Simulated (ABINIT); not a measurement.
# AlN (F-43m): G0W0 in ABINIT against the plane-wave cutoff, part 2 of 2

How does the gap of AlN (F-43m) converge in the plane-wave cutoff?

ABINIT 10.8.3; PBE and many-body steps on it, plane waves. Known limits of the many-body steps: not at the basis limit.

So far. Step 5 (Empty states on the mesh, 6×6×6 mesh, 107 bands): On this mesh the gap is 3.324 eV. Step 6 (Screening, 6×6×6 mesh, 99 bands, screening to 261.2 eV): Local fields lower ε∞ by 9 %.

### Step 8. Screening, 6×6×6 mesh, 99 bands, screening to 261.2 eV

This step: RPA screening on PBE, plane waves, norm-conserving pseudopotentials.

run.abi reads:

```
acell 3*1.0 Angstrom
rprim 
  -0.000000000000 2.183993559600 2.183993559600
  2.183993559600 -0.000000000000 2.183993559600
  2.183993559600 2.183993559600 -0.000000000000
ntypat 2
znucl 13 7
natom 2
typat 1 2
xred 
  0.000000000000 0.000000000000 0.000000000000
  0.750000000000 0.750000000000 0.750000000000
pp_dirpath "pseudos"
pseudos "Al.upf, N.upf"
ecut 29
ngkpt 6 6 6
nshiftk 1
shiftk 0 0 0
kptopt 1
chksymbreak 0
istwfk *1
occopt 1
irdwfk 1
optdriver 3
nband 99
ecuteps 9.6
inclvkb 2
awtr 1
symchi 1
indata_prefix "in"
outdata_prefix "out"
tmpdata_prefix "tmp"
```

On the command line:

```bash
OMP_NUM_THREADS=1 mpirun -n 8 abinit run.abi > log
```

The program printed:

```text
.Version 10.8.3 of ABINIT. v10.8.2 released Aug 2026.

 Symmetries : space group F-4 3 m (#216); Bravais cF (face-center cubic)
[... echo of the input left out ...]
== DATASET  1 ==================================================================
-   mpi_nproc: 8, omp_nthreads: 1 (-1 if OMP is not activated)

--- !DatasetInfo
iteration_state: {dtset: 1, }
dimensions: {natom: 2, nkpt: 16, mband: 99, nsppol: 1, nspinor: 1, nspden: 1, mpw: 1067, }
cutoff_energies: {ecut:  29.0, pawecutdg:  -1.0, }
electrons: {nelect:   8.00000000E+00, charge:   0.00000000E+00, occopt:   1.00000000E+00, tsmear:   1.00000000E-02, }

 SCREENING: Calculation of the susceptibility and dielectric matrices

 Based on a program developped by R.W. Godby, V. Olevano, G. Onida, and L. Reining.
 Incorporated in ABINIT by V. Olevano, G.-M. Rignanese, and M. Torrent.
.Using double precision arithmetic ; gwpc =  8

[... cell and pseudopotentials left out ...]
--------------------------------------------------------------------------------

 ==== K-mesh for the wavefunctions ====
 Number of points in the irreducible wedge :    16
[... list of points left out ...]
 Together with 24 symmetry operations and time-reversal symmetry
 yields   216 points in the full Brillouin Zone.

 ==== Q-mesh for the screening function ====
 Number of points in the irreducible wedge :    16
[... list of points left out ...]
 Together with 24 symmetry operations and time-reversal symmetry
 yields   216 points in the full Brillouin Zone.

 setmesh: FFT mesh size selected  =    24x   24x   24
          total number of points  =        13824

 vcoul_init : cutoff-mode = AUXILIARY_FUNCTION
 q-points for optical limit:   1
     1)      0.000010    0.000020    0.000030

- screening: taking advantage of time-reversal symmetry
- Maximum band index for partially occupied states nbvw = 4
- Remaining bands to be divided among processors   nbcw = 95
- Number of bands treated by each node ~11

 Number of electrons calculated from density =    8.0000; Expected =    8.0000
 average of density, n =  0.056900
 r_s =    1.6129
 omega_plasma =   23.0097 [eV]

 calculating chi0 at frequencies [eV] :
  1    0.000000E+00    0.000000E+00
  2    0.000000E+00    2.300966E+01

--------------------------------------------------------------------------------
  q-point number  1        q = ( 0.000000, 0.000000, 0.000000) [r.l.u.]
--------------------------------------------------------------------------------
[... chi0 elements left out ...]
 For q-point:  0.000010 0.000020 0.000030
  dielectric constant =   4.3523
  dielectric constant without local fields =   4.7964

  Average fulfillment of the sum rule on Im[epsilon] for q-point    1 :     88.60  [%]
[... wings left out ...]
  q-point number  2        q = ( 0.166667, 0.000000, 0.000000) [r.l.u.]
--------------------------------------------------------------------------------
[... chi0 elements left out ...]
  Average fulfillment of the sum rule on Im[epsilon] for q-point    2 :     95.61  [%]

 [... 14 further q-points ...]
```

Wall time 11 s (8 MPI ranks of AMD EPYC 9R45, shared host); peak memory 1.1 GiB.

This step gave:

- ε∞ with local fields, on this mesh, along the program's q direction: 4.352
- the same without local fields: 4.796
- plasma frequency: 23.01 eV
- plane waves in the screening matrix: 181

### Step 9. 29 Ha

The self-energy is evaluated for the states that the input lists, and the levels follow from it, in one-shot runs by the linearised quasiparticle equation.

This step: G0W0 on PBE, plane waves, norm-conserving pseudopotentials.

Edit run.abi of step 8 so:

```diff
@@ -23,8 +23,17 @@
 irdwfk 1
-optdriver 3
+optdriver 4
 nband 99
+gwcalctyp 0
+ecutsigx 29
+symsigma 1
+nkptgw 2
+kptgw 
+  0.0000000000 0.0000000000 0.0000000000
+  0.5000000000 0.5000000000 0.0000000000
+bdgw 
+  2 8
+  3 6
 ecuteps 9.6
-inclvkb 2
-awtr 1
-symchi 1
+irdscr 1
+ppmodel 1
 indata_prefix "in"
```

The program printed:

```text
.Version 10.8.3 of ABINIT. v10.8.2 released Aug 2026.

 Symmetries : space group F-4 3 m (#216); Bravais cF (face-center cubic)
[... echo of the input left out ...]
== DATASET  1 ==================================================================
-   mpi_nproc: 8, omp_nthreads: 1 (-1 if OMP is not activated)

--- !DatasetInfo
iteration_state: {dtset: 1, }
dimensions: {natom: 2, nkpt: 16, mband: 99, nsppol: 1, nspinor: 1, nspden: 1, mpw: 1067, }
cutoff_energies: {ecut:  29.0, pawecutdg:  -1.0, }
electrons: {nelect:   8.00000000E+00, charge:   0.00000000E+00, occopt:   1.00000000E+00, tsmear:   1.00000000E-02, }

 SIGMA: Calculation of the GW corrections

 Based on a program developped by R.W. Godby, V. Olevano, G. Onida, and L. Reining.
 Incorporated in ABINIT by V. Olevano, G.-M. Rignanese, and M. Torrent.
.Using double precision arithmetic ; gwpc =  8

[... cell and pseudopotentials left out ...]
--------------------------------------------------------------------------------

 ==== K-mesh for the wavefunctions ====
 Number of points in the irreducible wedge :    16
[... list of points left out ...]
 Together with 24 symmetry operations and time-reversal symmetry
 yields   216 points in the full Brillouin Zone.

 ==== Q-mesh for screening function ====
 Number of points in the irreducible wedge :    16
[... list of points left out ...]
 Together with 24 symmetry operations and time-reversal symmetry
 yields   216 points in the full Brillouin Zone.

 vcoul_init : cutoff-mode = AUXILIARY_FUNCTION
 q-points for optical limit:   1
     1)      0.000010    0.000020    0.000030
 setmesh: FFT mesh size selected  =    30x   30x   30
          total number of points  =        27000

 Number of electrons calculated from density =    8.0000; Expected =    8.0000
[...]
number of omega for Sigma on real axis              0
 max omega for Sigma on real axis  [eV]           0.00
 zcut for avoiding poles [eV]                     0.10

 EPSILON^-1 parameters (SCR file):
 dimension of the eps^-1 matrix on file            181
 dimension of the eps^-1 matrix used               181
 number of plane-waves for wavefunctions          1067
 number of bands                                    99
 number of q-points in IBZ                          16
 number of frequencies                               2
 number of real frequencies                          1
 number of imag frequencies                          1

 matrix elements of self-energy operator (all in [eV])

 Perturbative Calculation

--- !SelfEnergy_ee
iteration_state: {dtset: 1, }
kpoint     : [   0.000,    0.000,    0.000, ]
spin       : 1
KS_gap     :    4.188
QP_gap     :    5.577
Delta_QP_KS:    1.388
data: !SigmaeeData |
     Band     E0 <VxcDFT>   SigX SigC(E0)      Z dSigC/dE  Sig(E)    E-E0       E
        2   5.158 -16.957 -20.989   2.961   0.785  -0.273 -17.798  -0.841   4.317
        3   5.158 -16.957 -20.989   2.961   0.785  -0.273 -17.798  -0.841   4.317
        4   5.158 -16.957 -20.989   2.961   0.785  -0.273 -17.798  -0.841   4.317
[...]
--- !SelfEnergy_ee
iteration_state: {dtset: 1, }
kpoint     : [   0.500,    0.500,    0.000, ]
spin       : 1
KS_gap     :    5.100
QP_gap     :    6.583
Delta_QP_KS:    1.483
data: !SigmaeeData |
     Band     E0 <VxcDFT>   SigX SigC(E0)      Z dSigC/dE  Sig(E)    E-E0       E
[...]
5   8.485  -9.204  -5.015  -3.770   0.836  -0.197  -8.854   0.350   8.835
        6  13.812  -9.461  -4.384  -4.373   0.838  -0.193  -8.871   0.589  14.402

== END DATASET(S) ==============================================================
================================================================================

 -outvars: echo values of variables after computation  --------
           etotal      0.0000000000E+00
            nband          99
             nkpt          16
          spgroup         216
 [... the other variables as echoed above ...]

 Calculation completed.
```

Wall time 4.5 s (8 MPI ranks); peak memory 1.3 GiB.

This step gave:

```yaml
g0w0_gap_on_the_points_computed: 4.518 eV
starting_gap_on_the_mesh: 3.327 eV
k_of_the_valence_top: 0, 0, 0
k_of_the_conduction_bottom: 0.5, 0.5, 0
z_at_the_valence_top: 0.785
z_at_the_conduction_bottom: 0.836
least_direct_g0w0_gap_on_the_computed_points: 5.577 eV
```

The gap on the mesh goes from 3.33 eV to 4.52 eV, a correction of +1.19 eV.

### Step 10. Screening, 6×6×6 mesh, 99 bands, screening to 261.2 eV

This step: RPA screening on PBE, plane waves, norm-conserving pseudopotentials.

Edit run.abi of step 9 so:

```diff
@@ -14,3 +14,3 @@
 pseudos "Al.upf, N.upf"
-ecut 29
+ecut 36
 ngkpt 6 6 6
@@ -23,17 +23,8 @@
 irdwfk 1
-optdriver 4
+optdriver 3
 nband 99
-gwcalctyp 0
-ecutsigx 29
-symsigma 1
-nkptgw 2
-kptgw 
-  0.0000000000 0.0000000000 0.0000000000
-  0.5000000000 0.5000000000 0.0000000000
-bdgw 
-  2 8
-  3 6
 ecuteps 9.6
-irdscr 1
-ppmodel 1
+inclvkb 2
+awtr 1
+symchi 1
 indata_prefix "in"
```

The program printed:

```text
.Version 10.8.3 of ABINIT. v10.8.2 released Aug 2026.

 Symmetries : space group F-4 3 m (#216); Bravais cF (face-center cubic)
[... echo of the input left out ...]
== DATASET  1 ==================================================================
-   mpi_nproc: 8, omp_nthreads: 1 (-1 if OMP is not activated)

--- !DatasetInfo
iteration_state: {dtset: 1, }
dimensions: {natom: 2, nkpt: 16, mband: 99, nsppol: 1, nspinor: 1, nspden: 1, mpw: 1464, }
cutoff_energies: {ecut:  36.0, pawecutdg:  -1.0, }
[...]
--------------------------------------------------------------------------------
[... chi0 elements left out ...]
 For q-point:  0.000010 0.000020 0.000030
  dielectric constant =   4.3477
  dielectric constant without local fields =   4.7911

  Average fulfillment of the sum rule on Im[epsilon] for q-point    1 :     88.59  [%]
[... wings left out ...]
  q-point number  2        q = ( 0.166667, 0.000000, 0.000000) [r.l.u.]
--------------------------------------------------------------------------------
[... chi0 elements left out ...]
  Average fulfillment of the sum rule on Im[epsilon] for q-point    2 :     95.60  [%]

 [... 14 further q-points ...]
```

Run time: 11 s. Hardware: 8 MPI ranks; peak memory 1.2 GiB; 86 s of CPU time.

Numbers from this step:

* ε∞ with local fields, on this mesh, along the program's q direction: 4.348
* the same without local fields: 4.791
* plasma frequency: 23.01 eV
* plane waves in the screening matrix: 181

### Step 11. 36 Ha

This step: G0W0 on PBE, plane waves, norm-conserving pseudopotentials.

Edit run.abi of step 10 so:

```diff
@@ -23,8 +23,17 @@
 irdwfk 1
-optdriver 3
+optdriver 4
 nband 99
+gwcalctyp 0
+ecutsigx 36
+symsigma 1
+nkptgw 2
+kptgw 
+  0.0000000000 0.0000000000 0.0000000000
+  0.5000000000 0.5000000000 0.0000000000
+bdgw 
+  2 8
+  3 6
 ecuteps 9.6
-inclvkb 2
-awtr 1
-symchi 1
+irdscr 1
+ppmodel 1
 indata_prefix "in"
```

The program printed:

```text
.Version 10.8.3 of ABINIT. v10.8.2 released Aug 2026.

 Symmetries : space group F-4 3 m (#216); Bravais cF (face-center cubic)
[... echo of the input left out ...]
== DATASET  1 ==================================================================
-   mpi_nproc: 8, omp_nthreads: 1 (-1 if OMP is not activated)

--- !DatasetInfo
iteration_state: {dtset: 1, }
dimensions: {natom: 2, nkpt: 16, mband: 99, nsppol: 1, nspinor: 1, nspden: 1, mpw: 1464, }
cutoff_energies: {ecut:  36.0, pawecutdg:  -1.0, }
[...]
Band     E0 <VxcDFT>   SigX SigC(E0)      Z dSigC/dE  Sig(E)    E-E0       E
[...]
5   8.483  -9.206  -5.016  -3.769   0.835  -0.197  -8.855   0.351   8.834
        6  13.810  -9.461  -4.383  -4.373   0.838  -0.193  -8.870   0.590  14.401

== END DATASET(S) ==============================================================
================================================================================

 -outvars: echo values of variables after computation  --------
           etotal      0.0000000000E+00
            nband          99
             nkpt          16
          spgroup         216
 [... the other variables as echoed above ...]

 Calculation completed.
```

Wall time 4.6 s (8 MPI ranks); peak memory 1.3 GiB.

Numbers from this step:

```
G0W0 gap on the points computed              : 4.52 eV
starting gap on the mesh                     : 3.325 eV
k of the valence top                         : 0, 0, 0
k of the conduction bottom                   : 0.5, 0.5, 0
least direct G0W0 gap on the computed points : 5.586 eV
```

Against the run before, the gap moves by +0.002 eV.

### Step 12. Screening, 6×6×6 mesh, 99 bands, screening to 261.2 eV

This step: RPA screening on PBE, plane waves, norm-conserving pseudopotentials.

Edit run.abi of step 11 so:

```diff
@@ -14,3 +14,3 @@
 pseudos "Al.upf, N.upf"
-ecut 36
+ecut 45
 ngkpt 6 6 6
@@ -23,17 +23,8 @@
 irdwfk 1
-optdriver 4
+optdriver 3
 nband 99
-gwcalctyp 0
-ecutsigx 36
-symsigma 1
-nkptgw 2
-kptgw 
-  0.0000000000 0.0000000000 0.0000000000
-  0.5000000000 0.5000000000 0.0000000000
-bdgw 
-  2 8
-  3 6
 ecuteps 9.6
-irdscr 1
-ppmodel 1
+inclvkb 2
+awtr 1
+symchi 1
 indata_prefix "in"
```

The program printed:

```text
.Version 10.8.3 of ABINIT. v10.8.2 released Aug 2026.

 Symmetries : space group F-4 3 m (#216); Bravais cF (face-center cubic)
[... echo of the input left out ...]
== DATASET  1 ==================================================================
-   mpi_nproc: 8, omp_nthreads: 1 (-1 if OMP is not activated)

--- !DatasetInfo
iteration_state: {dtset: 1, }
dimensions: {natom: 2, nkpt: 16, mband: 99, nsppol: 1, nspinor: 1, nspden: 1, mpw: 2085, }
cutoff_energies: {ecut:  45.0, pawecutdg:  -1.0, }
[...]
--------------------------------------------------------------------------------
[... chi0 elements left out ...]
 For q-point:  0.000010 0.000020 0.000030
  dielectric constant =   4.3476
  dielectric constant without local fields =   4.7910

  Average fulfillment of the sum rule on Im[epsilon] for q-point    1 :     88.59  [%]
[... wings left out ...]
  q-point number  2        q = ( 0.166667, 0.000000, 0.000000) [r.l.u.]
--------------------------------------------------------------------------------
[... chi0 elements left out ...]
  Average fulfillment of the sum rule on Im[epsilon] for q-point    2 :     95.60  [%]

 [... 14 further q-points ...]
```

The job ended after 8.7 s (8 MPI ranks; peak memory 1.3 GiB).

Numbers from this step:

```
ε∞ with local fields, on this mesh, along the program's q direction : 4.348
the same without local fields                                       : 4.791
plasma frequency                                                    : 23.01 eV
plane waves in the screening matrix                                 : 181
```

### Step 13. 45 Ha

This step: G0W0 on PBE, plane waves, norm-conserving pseudopotentials.

Edit run.abi of step 12 so:

```diff
@@ -23,8 +23,17 @@
 irdwfk 1
-optdriver 3
+optdriver 4
 nband 99
+gwcalctyp 0
+ecutsigx 45
+symsigma 1
+nkptgw 2
+kptgw 
+  0.0000000000 0.0000000000 0.0000000000
+  0.5000000000 0.5000000000 0.0000000000
+bdgw 
+  2 8
+  3 6
 ecuteps 9.6
-inclvkb 2
-awtr 1
-symchi 1
+irdscr 1
+ppmodel 1
 indata_prefix "in"
```

The program printed:

```text
.Version 10.8.3 of ABINIT. v10.8.2 released Aug 2026.

 Symmetries : space group F-4 3 m (#216); Bravais cF (face-center cubic)
[... echo of the input left out ...]
== DATASET  1 ==================================================================
-   mpi_nproc: 8, omp_nthreads: 1 (-1 if OMP is not activated)

--- !DatasetInfo
iteration_state: {dtset: 1, }
dimensions: {natom: 2, nkpt: 16, mband: 99, nsppol: 1, nspinor: 1, nspden: 1, mpw: 2085, }
cutoff_energies: {ecut:  45.0, pawecutdg:  -1.0, }
[...]
Band     E0 <VxcDFT>   SigX SigC(E0)      Z dSigC/dE  Sig(E)    E-E0       E
[...]
5   8.483  -9.206  -5.016  -3.769   0.835  -0.197  -8.855   0.351   8.834
        6  13.810  -9.461  -4.383  -4.373   0.838  -0.193  -8.870   0.590  14.400

== END DATASET(S) ==============================================================
================================================================================

 -outvars: echo values of variables after computation  --------
           etotal      0.0000000000E+00
            nband          99
             nkpt          16
          spgroup         216
 [... the other variables as echoed above ...]

 Calculation completed.
```

Elapsed: 4.5 s, on 8 MPI ranks; peak memory 1.4 GiB.

This step gave:

```
G0W0 gap on the points computed              : 4.521 eV
starting gap on the mesh                     : 3.324 eV
k of the valence top                         : 0, 0, 0
k of the conduction bottom                   : 0.5, 0.5, 0
least direct G0W0 gap on the computed points : 5.587 eV
```

Against the run before, the gap moves by +0.001 eV.

### Step 14. Side by side

Times are wall times on 8 MPI ranks of AMD EPYC 9R45, shared host, good to a factor of about two. A run's time includes the screening step that it read.

```tsv
run	mesh	bands	screening cutoff (eV)	DFT gap (eV)	gap on the mesh (eV)	direct (eV)	ε∞ used	time
22 Ha	6×6×6	99	261.2	3.315	4.492	5.520	4.39	15 s
29 Ha	6×6×6	99	261.2	3.327	4.518	5.577	4.35	15 s
36 Ha	6×6×6	99	261.2	3.325	4.520	5.586	4.35	15 s
45 Ha	6×6×6	99	261.2	3.324	4.521	5.587	4.35	13 s
```

### Step 15. Results

* 22 Ha: 4.492 eV
* 29 Ha: 4.518 eV
* 36 Ha: 4.520 eV
* 45 Ha: 4.521 eV
* known limits: not at the basis limit

In words: The setting moved: plane-wave cutoff. From 22 Ha to 45 Ha the gap moves by +0.03 eV. It holds to 0.03 eV from 22 Ha on. Bands and screening cutoff are coupled, so a series along one setting does not show full convergence. Bands and cutoff are finite, so the gap is not at the basis limit. The miss can reach some tenths of an eV and take either sign; the mesh is an error of its own. In the first G0W0 run levels were corrected at 2 k points alone, so a gap called «on the mesh» is the least over those, and an edge elsewhere would be missed.

[Paths, hosts, dates, memory and timing lines, banners, echoed tables and standing remarks are left out of the program output.]

[Logs are printed without paths, hosts, clocks, repeated set-up lines and the standing remarks that a program may print on its own settings, such as how far it seeks lower states.]

[Runs of the session that timed out or met a known fault of the program may be left out.]

[No measured gap is set beside runs whose start may be inverted or whose files or cutoffs have a known fault.]

[Hosts, paths, dates, database ids (printed as entryN), source tags and the programs' standing remarks are cut or masked in the printed files.]

[G0W0 gaps are taken among the corrected bands and points alone; a level outside them can change the order at an edge.]

[Where Ansatz stands beside ABINIT at settings called matched, ABINIT's density can come from a denser mesh and the files from another edition; pairs whose starting gaps differed by over 0.03 eV were left out, so agreement reads better than it is.]
